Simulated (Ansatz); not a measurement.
# Is Pb-Tl stack of (111) layers a stable metal?

Question: is the lattice of Pb-Tl stack of (111) layers stable, and if so, what are its coupling constant and resistivity?

Program: Ansatz 0.2.0. Level of theory: DFT PBEsol, scalar-relativistic, plane waves, PAW. Results are calculated unless marked as measured.

## (1) The structure

The cell holds 2 atoms: 1 Pb and 1 Tl. Its edges and angles: a = 3.436 Å, b = 3.436 Å, c = 13.805 Å, α = 90.0°, β = 90.0°, γ = 120.0°. Vacuum lies along c.

## (2) Relaxing cell and atoms

Lattice constant and positions set the bands and the force constants, so the cell is relaxed first.

Contents of input.yaml:

```yaml
crystal:
  lattice:
    - [3.43582, 0.0, 0.0]
    - [-1.71791, 2.97551, 0.0]
    - [0.0, 0.0, 13.80534]
  atoms:
    - { symbol: Pb, position: [0.0, 0.0, 0.39839663] }
    - { symbol: Tl, position: [0.33333333, 0.66666667, 0.60160337] }
  periodic: [true, true, false]
kpoints:
  mp_grid: { grid: [12, 12, 1] }
hamiltonian:
  xc: pbesol
scf:
  occupations: { method: gaussian, width: 0.1 }
output:
  forces: true
  stress: true
  eigenvalues: true
relax:
  adjacent_minimum: "off"
  f_tol: 0.005
  max_steps: 80
  cell: { stress_2d_tol: 0.02 }
```

The run is started by

```bash
$ ansatz run input.yaml --threads 4 --pin off --max-ram 16384MiB --backend cpu --events-out ev --progress --plain --runs-dir out
```

Numbers of over 12 decimals in the logs are rounded to 6 here.

What it wrote:

```text
Warning: crystal.periodic: the lattice vector that does not repeat stood 0.000° off the slab's normal, 13.805 Å along it as the deck builds it. The run solves the slab on a vector along the normal, 29.411 Å long, with every atom where it was (on the deck's vector they left 11.00 Å outside them, and the widest stretch free of ions among them is 2.81 Å). A fractional position that the run reports is one of the run's ce [...]
crystal.periodic: the lattice vector that does not repeat stood 0.000° off the slab's normal, 13.805 Å along it as the deck builds it. The run solves the slab on a vector along the normal, 29.411 Å long, with every atom where it was (on the deck's vector they left 11.00 Å outside them, and the widest stretch free of ions among them is 2.81 Å). A fractional position that the run reports is one of the run's cell, which [...]
Engine: ansatz 0.2.0, aarch64-unknown-linux-gnu
Pseudopotentials: kind: paw
Pseudopotential: Pb, paw, valence charge 14, recommended cutoff 420 eV (normal), Pb.paw.azcp
Pseudopotential: Tl, paw, valence charge 13, recommended cutoff 420 eV (normal), Tl.paw.azcp
Functional definition: PBEsol
  exchange = pbesol_x
  correlation = pbesol_c
Crystal: 2 atoms, lattice volume = 300.675 Å³
Basis set: ecut = 420 eV, 5859 PW (Γ), exchange–correlation on 48×48×400 points (8 copies of the dense FFT grid, shifted against one another)
Bands: 18, of which v1, the nominal top of the filled ones, is band 14 counted from 1 (13 counted from 0)
Symmetry: 6 space group operations
Space group: P3m1 (ITA 156), of the structure as read, at distance tolerance 6.7e-5 Å
k-points: 19 of 144 (time reversal used)
Non-local potential: Pb, projectors of the file, l = 0: 2, l = 1: 2, l = 2: 2, l = 3: 2
Non-local potential: Tl, projectors of the file, l = 0: 2, l = 1: 2, l = 2: 2, l = 3: 1
PAW form: soft (Blöchl's): semilocal exchange-correlation on the pseudo side does not see the compensation charge
PAW frozen core: Pb, regenerated for the run's functional, and the local potential with it (the file was generated under x = pbe(κ = 0.804, μ = 0.219515), c = pbe(β = 0.066725))
PAW frozen core: Tl, regenerated for the run's functional, and the local potential with it (the file was generated under x = pbe(κ = 0.804, μ = 0.219515), c = pbe(β = 0.066725))
PAW one-centre angular grid: Pb, 590 points (default); XC on 64 Gauss nodes
PAW one-centre angular grid: Tl, 590 points (default); XC on 64 Gauss nodes
Initial density: superposition of atomic densities (neutral atoms: chi_scale 0, normalization atom), corrected by the library's trained network
Initial wavefunctions: pseudopotential atomic-orbital guess
Functional: x = pbesol(κ = 0.804, μ = 0.123457), c = pbesol(β = 0.046)
SCF iter   1: F=—  HF=-23050.166131 eV  |F-HF|=—  |Δ(HF+E_count)|=         —  Δρ=2.41e-3  dr2=4.31e-1  ethr=1.77e-3  ⟨swp⟩=12.2  Hψ=2866  notcnv=0
preconditioner: auto → LDOS  [metal: Δε(μ)=0.080 eV  Ē_g=14.732 eV  σ=0.100 eV  W_gap=0.40  n_scr=16 (ndim 8)  ℏωp=11.1 eV  f_vac=0.746  D(μ)=1.69/eV (n_scr^D=8)  β→1.0]
SCF iter   2: F=—  HF=-23050.134495 eV  |F-HF|=—  |Δ(HF+E_count)|=   3.16e-2  Δρ=9.88e-4  dr2=2.00e-2  ethr=1.59e-3  ⟨swp⟩=2.1  Hψ=546  notcnv=0  defer=6
SCF iter   3: F=—  HF=-23050.133619 eV  |F-HF|=—  |Δ(HF+E_count)|=   8.76e-4  Δρ=4.34e-4  dr2=8.61e-4  ethr=7.41e-5  ⟨swp⟩=3.1  Hψ=647  notcnv=0  defer=7
SCF iter   4: F=—  HF=-23050.133704 eV  |F-HF|=—  |Δ(HF+E_count)|=   8.53e-5  Δρ=2.02e-4  dr2=2.28e-4  ethr=3.19e-6  ⟨swp⟩=3.3  Hψ=789  notcnv=0  defer=7
SCF iter   5: F=—  HF=-23050.133661 eV  |F-HF|=—  |Δ(HF+E_count)|=   4.30e-5  Δρ=4.29e-5  dr2=6.35e-6  ethr=8.44e-7  ⟨swp⟩=2.2  Hψ=619  notcnv=0  defer=7
SCF iter   6: F=—  HF=-23050.133583 eV  |F-HF|=—  |Δ(HF+E_count)|=   7.81e-5  Δρ=1.89e-5  dr2=2.68e-6  ethr=2.35e-8  ⟨swp⟩=3.9  Hψ=943  notcnv=0  defer=7
SCF iter   7: F=—  HF=-23050.133583 eV  |F-HF|=—  |Δ(HF+E_count)|=   2.77e-7  Δρ=5.85e-6  dr2=2.73e-7  ethr=9.94e-9  ⟨swp⟩=2.5  Hψ=534  notcnv=0  defer=7
SCF iter   8: F=-23050.133583 eV  HF=-23050.133583 eV  |F-HF|=1.39e-8  |Δ(HF+E_count)|=   2.01e-7  Δρ=2.39e-6  dr2=3.72e-8  ethr=3.70e-10  ⟨swp⟩=13.9  Hψ=2341  notcnv=0
SCF 1 converged in 8 iterations: F = -23050.133583 eV  dr2 = 3.72e-8
  greatest PAW one-centre occupation: 0.978 electrons in one spin orbital (limit 2), on the Pb atom at site 0 (counted from 0), in its partial waves of l = 2
relax step   1: F+E_penalty+E_count = -23050.13358291 eV  Δ(F+E_penalty+E_count) = +0.000e0 eV  max|allowed force component| = 2.783e-2 eV/Å  Δτ_max = 0.0000 Å  P = -1.836 N/m  Ω = 300.675 Å³  fix = [c, alpha, beta]  reactions: c -0.000 N/m  (8 SCF iters, dr2 threshold 1.00e-7 eV, accepted)
Crystal: 2 atoms, lattice volume = 291.203 Å³
Basis set: ecut = 420 eV, 5739 PW (Γ), exchange–correlation on 48×48×400 points (8 copies of the dense FFT grid, shifted against one another)
Initial density: handed on by an earlier stage of this run
Initial wavefunctions: those handed on with the density
iter 1 solved again at ethr=6.33e-6 eV; its pass at ethr=3.10e-3 eV (dr2=1.71e-3 eV) is discarded
SCF iter   1: F=—  HF=-23050.164419 eV  |F-HF|=—  |Δ(HF+E_count)|=         —  Δρ=4.21e-4  dr2=1.86e-3  ethr=6.33e-6  ⟨swp⟩=4.9  Hψ=3357  notcnv=0
preconditioner: auto → LDOS  [metal: Δε(μ)=0.079 eV  Ē_g=14.835 eV  σ=0.100 eV  W_gap=0.42  n_scr=16 (ndim 8)  ℏωp=11.3 eV  f_vac=0.744  D(μ)=1.90/eV (n_scr^D=10)  β→1.0]
SCF iter   2: F=—  HF=-23050.164108 eV  |F-HF|=—  |Δ(HF+E_count)|=   3.11e-4  Δρ=2.21e-4  dr2=3.78e-4  ethr=6.33e-6  ⟨swp⟩=2.7  Hψ=673  notcnv=0
SCF iter   3: F=—  HF=-23050.164106 eV  |F-HF|=—  |Δ(HF+E_count)|=   2.19e-6  Δρ=1.64e-4  dr2=8.70e-5  ethr=1.40e-6  ⟨swp⟩=2.8  Hψ=713  notcnv=0
SCF iter   4: F=—  HF=-23050.163994 eV  |F-HF|=—  |Δ(HF+E_count)|=   1.12e-4  Δρ=1.78e-5  dr2=4.14e-6  ethr=3.22e-7  ⟨swp⟩=2.7  Hψ=691  notcnv=0
iter 5 did not close the SCF: its close was put off until two iterations running show no level that it waits for move by more than its bar (scf_convergence_deferred on its scf_iter line)
SCF iter   5: F=-23050.163995 eV  HF=-23050.163995 eV  |F-HF|=1.09e-7  |Δ(HF+E_count)|=   3.22e-7  Δρ=6.00e-6  dr2=9.36e-8  ethr=7.41e-10  ⟨swp⟩=10.6  Hψ=2831  notcnv=0
iter 6 did not close the SCF: its close was put off until two iterations running show no level that it waits for move by more than its bar (scf_convergence_deferred on its scf_iter line)
SCF iter   6: F=-23050.163995 eV  HF=-23050.163995 eV  |F-HF|=2.10e-8  |Δ(HF+E_count)|=   1.28e-7  Δρ=2.66e-6  dr2=4.61e-8  ethr=3.47e-10  ⟨swp⟩=4.8  Hψ=1703  notcnv=0
SCF iter   7: F=-23050.163995 eV  HF=-23050.163995 eV  |F-HF|=6.85e-9  |Δ(HF+E_count)|=   1.62e-9  Δρ=6.79e-7  dr2=1.39e-9  ethr=1.71e-10  ⟨swp⟩=4.5  Hψ=1601  notcnv=0
SCF 2 converged in 7 iterations: F = -23050.163995 eV  dr2 = 1.39e-9
relax step   2: F+E_penalty+E_count = -23050.16399484 eV  Δ(F+E_penalty+E_count) = -3.041e-2 eV  max|allowed force component| = 1.747e-2 eV/Å  Δτ_max = 0.0171 Å  P = -1.014 N/m  Ω = 291.203 Å³  energy of the carried Pulay correction = +3.435e-4 eV  fix = [c, alpha, beta]  reactions: c -0.000 N/m  (7 SCF iters, dr2 threshold 2.00e-7 eV, accepted)
Crystal: 2 atoms, lattice volume = 280.043 Å³
Basis set: ecut = 420 eV, 5583 PW (Γ), exchange–correlation on 48×48×400 points (8 copies of the dense FFT grid, shifted against one another)
iter 1 solved again at ethr=7.37e-6 eV; its pass at ethr=3.10e-3 eV (dr2=1.99e-3 eV) is discarded
SCF iter   1: F=—  HF=-23050.172878 eV  |F-HF|=—  |Δ(HF+E_count)|=         —  Δρ=5.95e-4  dr2=2.37e-3  ethr=7.37e-6  ⟨swp⟩=4.9  Hψ=3434  notcnv=0
preconditioner: auto → LDOS  [metal: Δε(μ)=0.042 eV  Ē_g=14.924 eV  σ=0.100 eV  W_gap=0.23  n_scr=16 (ndim 8)  ℏωp=11.5 eV  f_vac=0.743  D(μ)=2.06/eV (n_scr^D=10)  β→1.0]
SCF iter   2: F=—  HF=-23050.172210 eV  |F-HF|=—  |Δ(HF+E_count)|=   6.69e-4  Δρ=2.95e-4  dr2=2.54e-4  ethr=7.37e-6  ⟨swp⟩=2.9  Hψ=713  notcnv=0
SCF iter   3: F=—  HF=-23050.172224 eV  |F-HF|=—  |Δ(HF+E_count)|=   1.49e-5  Δρ=1.65e-4  dr2=1.31e-4  ethr=9.40e-7  ⟨swp⟩=2.8  Hψ=767  notcnv=0
SCF iter   4: F=—  HF=-23050.172134 eV  |F-HF|=—  |Δ(HF+E_count)|=   9.01e-5  Δρ=3.37e-5  dr2=6.63e-6  ethr=4.85e-7  ⟨swp⟩=3.0  Hψ=748  notcnv=0
SCF iter   5: F=—  HF=-23050.172135 eV  |F-HF|=—  |Δ(HF+E_count)|=   2.29e-7  Δρ=1.62e-5  dr2=2.68e-6  ethr=2.45e-8  ⟨swp⟩=2.7  Hψ=761  notcnv=0
iter 6 did not close the SCF: its close was put off until two iterations running show no level that it waits for move by more than its bar (scf_convergence_deferred on its scf_iter line)
SCF iter   6: F=-23050.172134 eV  HF=-23050.172134 eV  |F-HF|=1.75e-8  |Δ(HF+E_count)|=   3.65e-7  Δρ=5.10e-6  dr2=1.86e-7  ethr=7.41e-10  ⟨swp⟩=9.6  Hψ=2754  notcnv=0
SCF iter   7: F=-23050.172134 eV  HF=-23050.172134 eV  |F-HF|=8.45e-9  |Δ(HF+E_count)|=   1.13e-7  Δρ=1.50e-6  dr2=7.88e-9  ethr=6.90e-10  ⟨swp⟩=4.6  Hψ=1649  notcnv=0
SCF 3 converged in 7 iterations: F = -23050.172134 eV  dr2 = 7.88e-9
relax step   3: F+E_penalty+E_count = -23050.17213438 eV  Δ(F+E_penalty+E_count) = -8.140e-3 eV  max|allowed force component| = 2.256e-2 eV/Å  Δτ_max = 0.0221 Å  P = +0.442 N/m  Ω = 280.043 Å³  energy of the carried Pulay correction = +7.729e-4 eV  fix = [c, alpha, beta]  reactions: c +0.000 N/m  (7 SCF iters, dr2 threshold 2.00e-7 eV, accepted)
[...]
relax step   4: F+E_penalty+E_count = -23050.17336911 eV  Δ(F+E_penalty+E_count) = -1.235e-3 eV  max|allowed force component| = 3.274e-2 eV/Å  Δτ_max = 0.0182 Å  P = +0.070 N/m  Ω = 282.828 Å³  energy of the carried Pulay correction = +6.631e-4 eV  fix = [c, alpha, beta]  reactions: c +0.000 N/m  (6 SCF iters, dr2 threshold 2.00e-7 eV, accepted)
[...]
relax step   5: F+E_penalty+E_count = -23050.17365705 eV  Δ(F+E_penalty+E_count) = -2.879e-4 eV  max|allowed force component| = 2.165e-3 eV/Å  Δτ_max = 0.0092 Å  P = -0.005 N/m  Ω = 283.137 Å³  energy of the carried Pulay correction = +6.510e-4 eV  fix = [c, alpha, beta]  reactions: c -0.000 N/m  (6 SCF iters, dr2 threshold 6.70e-8 eV, accepted)
Initial wavefunctions: pseudopotential atomic-orbital guess (no wavefunctions were taken with the density)
iter 1 solved again at ethr=6.34e-7 eV; its pass at ethr=3.10e-3 eV (dr2=1.71e-4 eV) is discarded
SCF iter   1: F=—  HF=-23050.173129 eV  |F-HF|=—  |Δ(HF+E_count)|=         —  Δρ=4.08e-5  dr2=8.54e-7  ethr=6.34e-7  ⟨swp⟩=5.6  Hψ=4382  notcnv=0
preconditioner: auto → LDOS  [metal: Δε(μ)=0.056 eV  Ē_g=14.895 eV  σ=0.100 eV  W_gap=0.30  n_scr=16 (ndim 8)  ℏωp=11.5 eV  f_vac=0.744  D(μ)=1.95/eV (n_scr^D=10)  β→1.0]
SCF iter   2: F=—  HF=-23050.173048 eV  |F-HF|=—  |Δ(HF+E_count)|=   8.03e-5  Δρ=1.03e-5  dr2=2.47e-7  ethr=3.16e-9  ⟨swp⟩=3.5  Hψ=895  notcnv=0
SCF iter   3: F=—  HF=-23050.173048 eV  |F-HF|=—  |Δ(HF+E_count)|=   8.45e-8  Δρ=2.79e-6  dr2=1.99e-8  ethr=9.15e-10  ⟨swp⟩=2.3  Hψ=618  notcnv=0
SCF iter   4: F=—  HF=-23050.173048 eV  |F-HF|=—  |Δ(HF+E_count)|=   1.27e-9  Δρ=4.22e-7  dr2=1.53e-9  ethr=7.37e-11  ⟨swp⟩=3.3  Hψ=818  notcnv=0
SCF iter   5: F=—  HF=-23050.173048 eV  |F-HF|=—  |Δ(HF+E_count)|=   1.60e-9  Δρ=2.60e-7  dr2=6.12e-10  ethr=5.66e-12  ⟨swp⟩=3.1  Hψ=728  notcnv=0
SCF iter   6: F=—  HF=-23050.173048 eV  |F-HF|=—  |Δ(HF+E_count)|=  6.15e-10  Δρ=8.26e-8  dr2=1.99e-11  ethr=2.27e-12  ⟨swp⟩=2.6  Hψ=602  notcnv=0
SCF iter   7: F=—  HF=-23050.173048 eV  |F-HF|=—  |Δ(HF+E_count)|=  4.55e-10  Δρ=2.51e-8  dr2=2.21e-12  ethr=1.00e-12  ⟨swp⟩=12.6  Hψ=2877  notcnv=0
SCF iter   8: F=-23050.173048 eV  HF=-23050.173048 eV  |F-HF|=4.73e-11  |Δ(HF+E_count)|=  2.18e-11  Δρ=7.40e-9  dr2=1.50e-13  ethr=1.00e-12  ⟨swp⟩=6.6  Hψ=1688  notcnv=0
SCF 6 converged in 8 iterations: F = -23050.173048 eV  dr2 = 1.50e-13
relax step   6: F+E_penalty+E_count = -23050.17304831 eV  Δ(F+E_penalty+E_count) = +6.087e-4 eV  max|allowed force component| = 2.134e-3 eV/Å  Δτ_max = 0.0000 Å  P = -0.008 N/m  Ω = 283.137 Å³  fix = [c, alpha, beta]  reactions: c -0.000 N/m  stress off target by 8.20e-3 N/m on what of the cell is left free  SCF on the basis re-selected at this cell (its energy is not comparable with the rows above)  (8 SCF iters)
basis re-selected at this cell: Δ(F+E_penalty+E_count) = +6.087e-4 eV, ΔP = -0.003 N/m vs the last step (what re-selecting the basis moved, of the pressure what is left beyond the Pulay correction that the steps carried, after the strain that the cell walked since its last selection, with what the two solves' SCF thresholds leave and, on support functions, any second-order correction that the steps lacked; it is no m [...]
SCF converged after 8 iterations
Free energy (F): -23050.173048 eV
Harris-Foulkes:  -23050.173048 eV  (|F-HF|=4.73e-11)
Internal energy: -23050.163284 eV  (E = F + TS)
E sigma→0 (E₀):  -23050.168166 eV
Entropy (-TS):   -0.009765 eV (-4.882 meV/atom)
Fermi energy:    -3.896929 eV
--- Per-component energies (eV) ---
  E_band       = -420.000695
  E_kinetic    = 622.681102
  E_local      = -40335.974615  (includes V_loc(G=0)·N_el)
  E_nonlocal   = 670.816763
  E_hartree    = 19753.076074
  E_xc         = -447.425355
  E_vxc        = -274.436894  (∫ρ·V_xc dr)
  E_paw        = -20273.220436  (= ΣΔE_a)
  E_vpaw       = -609.239281  (= ΣTr[D̂ρ^β])
  E_aug_tail   = 0.000082  (compensation charges beyond the density's cutoff)
  E_ewald      = 16959.782720
  E_core_change = 0.100382  (= ΣΔE_core)
  E_smearing   = -0.009765  (= −TS)
  E_closure    = 0.000000  (closes the sum)
  Σ components = -23050.173048   (vs F -23050.173048, Δ=0.00e0)
--- Forces (eV/Å), atoms counted from 1 ---
  atom   1  Pb     0.00000000     0.00000000     0.00213447
  atom   2  Tl     0.00000000    -0.00000000    -0.00213445
  max |Σ_I F_I| component: 2.57e-8 eV/Å
--- 2D stress c σ (N/m, compression-positive) ---
       -0.008201      -0.000000      -0.000000
       -0.000000      -0.008201      -0.000000
       -0.000000      -0.000000      -0.000000
  P = ½ c Tr σ = -0.0082 N/m
--- Band table (eV; the first three rows and the last of 19) ---
  k-point 0: bands = [... 10 lower, -14.9274, -11.9221, -6.2880, -2.4538, -0.3579 (-0.3692°), 0.1307, 0.8078, 1.2671]
  k-point 1: bands = [... 10 lower, -14.7623, -11.8046, -6.1348, -2.3357, -0.2347 (-0.2459°), 0.2544, 0.9308, 1.3886]
  k-point 2: bands = [... 10 lower, -14.3527, -11.4407, -5.6871, -2.0164, 0.0545 (0.0522°), 0.1538 (0.1446°), 0.6535, 1.2985]
  k-point 18: bands = [... 10 lower, -10.4968, -7.8572, -5.5255, -5.0154, -3.9110, -3.0611, -0.6599, 0.1033]
  ° read free of the cell's end (the report's vacuum.weakly_bound_levels)
--- Relaxed structure (5 steps of the walk, 5 accepted, 1 SCFs on fresh bases) ---
  F+E_penalty+E_count = -23050.17304831 eV   max|allowed force component| = 2.134e-3 eV/Å   (the final SCF, on the basis selected at the relaxed cell)
  cell:  # Å, volume = 283.1374 Å³
    - [3.334117, -3.7638337872142405e-18, 0]
    - [-1.667058, 2.887430, 0]
    - [0, 0, 29.410676]
  atoms:
    - { symbol: Pb, position: [3.668130353781993e-17, 0, 0.185977] }
    - { symbol: Tl, position: [0.333333, 0.666667, 0.283421] }
```

Elapsed: 21 s, on 4 threads of Arm Neoverse V1, shared host; peak memory 0.6 GiB.

The steps of the relaxation:

```csv
step,energy less that of the first step (eV),largest force component (eV/Å),volume (Å³)
1,0.0000,0.0278,300.67
2,-0.0304,0.0175,291.20
3,-0.0386,0.0226,280.04
4,-0.0398,0.0327,282.83
5,-0.0401,0.0022,283.14
6*,-0.0395,0.0021,283.14
```

Relaxation steps marked * repeat the geometry before them on a plane-wave basis chosen anew for their cell, so energy and pressure can jump there.

Forces are held to the 6 operations that the run works with; a distortion that breaks them can't arise in this run.

| cell as run | before | after | change |
| --- | --- | --- | --- |
| a (Å) | 3.436 | 3.334 | -3.0 % |
| b (Å) | 3.436 | 3.334 | -3.0 % |

The atoms that moved most (Å, along periodic axes as changes of fractional coordinates times the final cell, across vacuum about the mean position):

```
atom     dx     dy      dz  length
 Pb1  0.000  0.000  -0.030   0.030
 Tl2  0.000  0.000   0.030   0.030
```

The relaxed structure:

```xyz
2
Lattice="3.3341 0.0000 0.0000 -1.6671 2.8874 0.0000 0.0000 0.0000 29.4107" Properties=species:S:1:pos:R:3
Pb    0.0000    0.0000    5.4697
Tl    0.0000    1.9250    8.3356
```

This step gave:

| Property | Result |
| --- | --- |
| metallic on mesh | yes |
| gap on the k-mesh | 0 eV |

The relaxation ends with a largest force component of 0.0021 eV/Å.

(Part 1 of 3 ends here.)

[Logs are printed without paths, hosts, clocks, repeated set-up lines and the standing remarks that a program may print on its own settings, such as how far it seeks lower states.]

[Hosts, paths, dates, database ids (printed as entryN), source tags and the programs' standing remarks are cut or masked in the printed files.]
